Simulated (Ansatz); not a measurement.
# TiTeS monolayer, Janus: modes against uniaxial strain along a, the zigzag direction, with the width clamped, part 2 of 2

Wanted: the shifts of the zone-centre modes of TiTeS monolayer, Janus with strain.

Ansatz 0.2.0; DFT PBEsol, scalar-relativistic, plane waves, PAW; PAW set soft_1.

So far, highest optical mode at the zone centre (no LO-TO term) (cm⁻¹): step 5 (zone-centre response at rest) 368.

### 7. Zone-centre modes of the member: uniaxial strain of +5 % along a, the zigzag direction, with the width clamped

The zone-centre modes follow for uniaxial strain of +5 % along a, the zigzag direction, with the width clamped.

input.yaml reads:

```yaml
crystal:
  lattice:
    - [3.6966466386, 0.0, 0.0]
    - [-1.8483233193, 3.0489427598, 0.0]
    - [0.0, 0.0, 30.0]
  atoms:
    - { symbol: Ti, position: [-0.0017673755, -0.003534751, 0.3398825491] }
    - { symbol: S, position: [0.3381514638, 0.6763029275, 0.3789881344] }
    - { symbol: Te, position: [0.6636159117, 0.3272318234, 0.2777959834] }
  periodic: [true, true, false]
kpoints:
  mp_grid: { grid: [15, 15, 1] }
hamiltonian:
  xc: pbesol
  pseudopotentials: { kind: paw, azcp: { folder: soft_1 }, xc_functional: pbe }
scf:
  occupations: { method: methfessel_paxton, width: 0.2 }
output:
  eigenvalues: true
phonons:
  method: dfpt
```

On the command line:

```sh
> ansatz run input.yaml --threads 4 --pin off --max-ram 16384MiB --backend cpu --events-out ev --progress --plain --runs-dir out
```

Numbers of over 12 decimals in the logs are rounded to 6 here.

The program printed:

```text
zone centre: on kpoints.mp_grid the ground state, and the responses unless they are solved on pairs of k-points, stand on 64 of the mesh's 225 k-points, reduced under 2 symmetry operations, with k and −k counted as one. Each operation leaves every solved displacement unchanged or reverses it
[...]
Crystal: 3 atoms, lattice volume = 338.126 Å³
Basis set: ecut = 420 eV, 6577 PW (Γ), exchange–correlation on 60×60×432 points (8 copies of the dense FFT grid, shifted against one another)
Bands: 21, of which v1, the nominal top of the filled ones, is band 17 counted from 1 (16 counted from 0)
Symmetry: 2 space group operations
k-points: 64 of 225 (time reversal used)
[...]
SCF iter   1: F=—  HF=-10264.074612 eV  |F-HF|=—  |Δ(HF+E_count)|=         —  Δρ=1.99e-2  dr2=2.65e0  ethr=3.10e-3  ⟨swp⟩=14.6  Hψ=11357  notcnv=0
[...]
SCF iter  14: F=-10263.450881 eV  HF=-10263.450881 eV  |F-HF|=2.18e-11  |Δ(HF+E_count)|=  4.11e-10  S|Δr|=    0.00e0  Δρ=1.57e-8  dr2=1.81e-12  ethr=1.00e-12  ⟨swp⟩=13.5  Hψ=9782  notcnv=0
SCF 1 converged in 14 iterations: F = -10263.450881 eV  dr2 = 1.81e-12
[...]
SCF converged after 14 iterations
[...]
Free energy (F): -10263.450881 eV
[...]
Internal energy: -10263.457605 eV  (E = F + TS)
E sigma→0 (E₀):  -10263.452562 eV
Entropy (-TS):   0.006724 eV (2.241 meV/atom)
Fermi energy:    -4.888032 eV
[...]
--- Band table (eV; the first three rows and the last of 64) ---
  k-point 0: bands = [... 13 lower, -8.0624, -6.9103, -4.8709, -4.6862, -4.2457, -3.8995, -3.8308, -1.5209]
  k-point 1: bands = [... 13 lower, -8.2218, -6.7867, -5.0606, -4.9068, -4.2457, -4.0902, -3.5691, -1.7074]
  k-point 2: bands = [... 13 lower, -8.2887, -6.5800, -5.6317, -5.3869, -4.4256, -3.8756, -3.4753, -2.1888]
  k-point 63: bands = [... 13 lower, -8.3868, -8.1536, -7.1130, -6.7305, -4.5416, -3.9336, -3.7607, -2.5785]
[...]
ASR residual: 3.571e-5 → 0.000e0 eV/Å²; symmetrization residual: 2.552e-5 eV/Å²
  ASR residual per site (eV/Å²): 3.57e-5 2.23e-5 2.81e-5
  Γ frequencies (cm⁻¹): 0.00 0.00 0.00 114.96 118.40 202.24 253.10 254.33 348.29
[...]
```

Elapsed: 2.9 min, on 4 threads of Arm Neoverse V1, shared host; peak memory 2 GiB; 11 min of CPU time.

Numbers from this step:

- sum-rule residual before enforcement: 3.57e-5 eV/Å²
- point group: m
- highest optical mode at the zone centre (no LO-TO term): 348.3 cm⁻¹
- lowest optical zone-centre mode: 115.0 cm⁻¹

Patterns of degenerate modes are one choice out of their space. Modes at Γ, with each element's share of the kinetic energy:

```csv
mode,frequency (cm⁻¹),symmetry,Ti %,S %,Te %
1,0.0,acoustic,23,15,61
2,0.0,acoustic,23,15,61
3,0.0,acoustic,23,15,61
4,115.0,A'',42,19,38
5,118.4,A',42,20,38
6,202.2,A',17,47,36
7,253.1,A',35,65,0
8,254.3,A'',35,65,0
9,348.3,A',59,38,3
```

The lowest optical mode is real, 115 cm⁻¹, and the highest lies at 348.3 cm⁻¹.

Between step 5 and this run (strain 5 %) the value for the highest optical mode at the zone centre (no LO-TO term) moves from 368 cm⁻¹ to 348 cm⁻¹ (-5 %).

### 8. Relaxation of a member: uniaxial strain of -3 % along a, the zigzag direction, with the width clamped

The cell takes a uniaxial strain of -3 % along a, the zigzag direction, with the width clamped. The cell is held, and the atoms relax in it.

input.yaml, the sections that differ from step 7:

```yaml
crystal:
  lattice:
    - [3.4149973707, 0.0, 0.0]
    - [-1.7074986854, 3.0489427598, 0.0]
    - [0.0, 0.0, 30.0]
  atoms:
    - { symbol: Ti, position: [0.0004709849, 0.0009419698, 0.3394561129] }
    - { symbol: S, position: [0.3313318444, 0.662663689, 0.3812666628] }
    - { symbol: Te, position: [0.6681971706, 0.3363943413, 0.2759438912] }
  periodic: [true, true, false]
output:
  forces: true
  stress: true
  eigenvalues: true
relax:
  adjacent_minimum: "off"
  f_tol: 0.001
  max_steps: 60
# kpoints, hamiltonian, scf: as in step 7
# phonons: removed
```

The program printed:

```text
[...]
Crystal: 3 atoms, lattice volume = 312.364 Å³
Basis set: ecut = 420 eV, 6075 PW (Γ), exchange–correlation on 48×48×432 points (8 copies of the dense FFT grid, shifted against one another)
Bands: 21, of which v1, the nominal top of the filled ones, is band 17 counted from 1 (16 counted from 0)
Symmetry: 2 space group operations
[...]
F+E_penalty+E_count = -10263.47898586 eV   max|allowed force component| = 1.876e-4 eV/Å
  cell:  # Å, volume = 312.3639 Å³
    - [3.4149973707, 2.800145002776152e-11, 0.0]
    - [-1.707498685375, 3.048943, 0.0]
    - [0.0, 0.0, 30.0]
  atoms:
    - { symbol: Ti, position: [0.000628827, 0.00125765, 0.339411] }
    - { symbol: S, position: [0.330356, 0.660713, 0.381596] }
    - { symbol: Te, position: [0.669015, 0.338030, 0.275659] }
[key lines of the parts left out:]
SCF converged after 3 iterations
Free energy (F): -10263.478986 eV
Fermi energy:    -4.851331 eV
P = ½ c Tr σ = 1.1589 N/m
```

The job ended after 69 s (4 threads; peak memory 0.84 GiB; 4.5 min of CPU time).

Relaxation path:

```csv
step,energy less that of the first step (eV),largest force component (eV/Å)
1,0.0000,0.1107
2,-0.0003,0.1169
3,-0.0011,0.0155
4,-0.0011,0.0079
5,-0.0011,0.0002
6,-0.0011,0.0002
```

The run keeps the 2 symmetry operations that it works with, so distortions that break them were not tested.

The atoms that moved most (Å):

```csv
atom,dx,dy,dz,length
S2,0.000,-0.006,0.010,0.012
Te3,0.000,0.005,-0.009,0.010
```

The relaxed structure:

```xyz
3
Lattice="3.4150 0.0000 0.0000 -1.7075 3.0489 0.0000 0.0000 0.0000 30.0000" Properties=species:S:1:pos:R:3
Ti    0.0000    0.0038   10.1823
S     0.0000    2.0145   11.4479
Te    1.7075    1.0306    8.2698
```

This step gave:

| Item | Value |
| --- | --- |
| area per atom | 3.471 Å² |

The largest force component left is 0.19 meV/Å.

### 9. Modes of this member: uniaxial strain of -3 % along a, the zigzag direction, with the width clamped

The zone-centre modes follow for uniaxial strain of -3 % along a, the zigzag direction, with the width clamped.

input.yaml, the sections that differ from step 8:

```yaml
crystal:
  lattice:
    - [3.4149973707, 0.0, 0.0]
    - [-1.7074986854, 3.0489427598, 0.0]
    - [0.0, 0.0, 30.0]
  atoms:
    - { symbol: Ti, position: [0.0006288273, 0.0012576547, 0.3394113809] }
    - { symbol: S, position: [0.3303563507, 0.6607127014, 0.3815959099] }
    - { symbol: Te, position: [0.669014822, 0.338029644, 0.2756593761] }
  periodic: [true, true, false]
output:
  eigenvalues: true
phonons:
  method: dfpt
# kpoints, hamiltonian, scf: as in step 8
# relax: removed
```

The program printed:

```text
[...]
Crystal: 3 atoms, lattice volume = 312.364 Å³
Basis set: ecut = 420 eV, 6075 PW (Γ), exchange–correlation on 48×48×432 points (8 copies of the dense FFT grid, shifted against one another)
Bands: 21, of which v1, the nominal top of the filled ones, is band 17 counted from 1 (16 counted from 0)
Symmetry: 2 space group operations
k-points: 64 of 225 (time reversal used)
[...]
k-point 63: bands = [... 13 lower, -8.2961, -8.1472, -7.1567, -6.8448, -4.4479, -3.7181, -3.2093, -2.4157, ... 4 higher]
  ° read free of the cell's end (the report's vacuum.weakly_bound_levels)
[...]
ASR residual: 6.057e-5 → 0.000e0 eV/Å²; symmetrization residual: 1.817e-5 eV/Å²
  ASR residual per site (eV/Å²): 6.06e-5 4.90e-5 1.36e-5
  Γ frequencies (cm⁻¹): 0.00 0.00 0.00 120.34 122.75 206.69 270.57 279.06 382.64
[...]
[key lines of the parts left out:]
SCF converged after 12 iterations
Free energy (F): -10263.478986 eV
Fermi energy:    -4.851340 eV
```

The job ended after 2.7 min (4 threads; peak memory 1.8 GiB).

This step gave:

- sum-rule residual before enforcement: 6.06e-5 eV/Å²
- highest optical mode at the zone centre (no LO-TO term): 382.6 cm⁻¹
- lowest optical zone-centre mode: 120.3 cm⁻¹

Patterns of degenerate modes are one choice out of their space. The modes at Γ (shares of kinetic energy by element, %):

```csv
mode,frequency (cm⁻¹),symmetry,Ti %,S %,Te %
1,0.0,acoustic,23,15,61
2,0.0,acoustic,23,15,61
3,0.0,acoustic,23,15,61
4,120.3,A'',37,24,39
5,122.8,A',36,25,39
6,206.7,A',19,45,36
7,270.6,A'',40,60,0
8,279.1,A',41,59,0
9,382.6,A',58,40,2
```

The lowest optical mode is real, 120 cm⁻¹, and the highest lies at 382.6 cm⁻¹.

For the highest optical mode at the zone centre (no LO-TO term), step 5 gave 368 cm⁻¹; this run, with strain -3 %, gives 383 cm⁻¹ (+4 %).

### 10. The series together

The members are set side by side, also those not shown above.

Energies are extrapolated to zero smearing, and E0 is that at rest; the cell is clamped and the atoms are relaxed; all runs use 15×15×1 k points and Methfessel-Paxton smearing of 0.2 eV. State of the crystal along the series:

```csv
strain (%),E - E0 (meV/atom)
-3,5.879
-2,2.61
-1,0.6594
0,0
1,0.5976
2,2.405
3,5.393
4,9.554
5,14.88
```

Optical modes are counted from below at rest and tracked from member to member by their patterns, and modes that stay within 0.3 cm⁻¹ of each other stand once; labels, where given, are those at rest, then, where named, those of the strained cell; the cell is clamped and the atoms are relaxed; all runs use 15×15×1 k points and Methfessel-Paxton smearing of 0.2 eV. Optical modes along the series:

```csv
strain (%),optical mode 1 E to A'' single part (cm⁻¹),optical mode 2 E to A' single part (cm⁻¹),optical mode 3 A1 to A' (cm⁻¹),optical mode 4 E to A' single part (cm⁻¹),optical mode 5 E to A'' single part (cm⁻¹),optical mode 6 A1 to A' (cm⁻¹)
-3,120.3,122.8,206.7,279.1,270.6,382.6
-2,121.1,122.1,206.2,274.5,269.4,377.6
-1,121,121.3,205.6,269.7,267.5,372.7
0,120.4,120.4,205,265,265,367.9
1,119.3,119.5,204.4,261.1,262.5,363.4
2,118.1,118.8,203.8,258,260.3,359.2
3,117,118.4,203.2,255.9,258.4,355.4
4,116,118.3,202.8,254.4,256.6,351.8
5,115,118.4,202.2,253.1,254.3,348.3
```

Value and slope at zero strain of a cubic (a lower polynomial where under five rows exist) through the rows within 2 % of rest. Slopes at rest:

```csv
mode,frequency (cm⁻¹),shift per percent of strain (cm⁻¹)
optical mode 1 E to A'' single part,120.4,-0.94
optical mode 2 E to A' single part,120.4,-0.96
optical mode 3 A1 to A',205,-0.61
optical mode 4 E to A' single part,265.1,-4.37
optical mode 5 E to A'' single part,265,-2.55
optical mode 6 A1 to A',367.9,-4.64
```

### 11. What came out

- members: 9
- highest optical mode at the zone centre (no LO-TO term), at rest: 367.9 cm⁻¹
- optical mode 3 A1 to A', shift per percent: -0.61 cm⁻¹
- optical mode 4 E to A' single part, shift per percent: -4.37 cm⁻¹
- optical mode 5 E to A'' single part, shift per percent: -2.55 cm⁻¹
- optical mode 6 A1 to A', shift per percent: -4.64 cm⁻¹

The strain lowers the symmetry: the level at 265.0 cm⁻¹ splits, into 253.1 and 254.3 cm⁻¹ at +5 %. Within 2 % of rest optical mode 1 E to A'' single part bends away from a straight line, so a single slope holds only near rest. The fastest shift in the table of slopes is -4.6 cm⁻¹ for each percent (optical mode 6 A1 to A'). The width is clamped, so the contraction across the strain that a free sheet shows is left out. These are harmonic frequencies at zero temperature: anharmonic shifts, linewidths and thermal expansion are left out. Spin-orbit coupling is left out, which can matter for the heavy elements here. With no gap, or one that is small against the smearing, the frequencies hang on the k mesh and the smearing, most of all near Kohn anomalies. A semilocal functional can close a gap that the real compound would have, so the metallic treatment may be an artefact of the level. The starting cell was built on a prototype and not taken from a measurement. The PAW files were made for PBE; the program adapts parts of them to the functional of the run, but their partial waves stay those of PBE, an approximation that was not tested in this session. Only the zone centre was solved, so an instability at another wavevector cannot show here.

[Logs are printed without paths, hosts, clocks, repeated set-up lines and the standing remarks that a program may print on its own settings, such as how far it seeks lower states.]

[Hosts, paths, dates, database ids (printed as entryN), source tags and the programs' standing remarks are cut or masked in the printed files.]
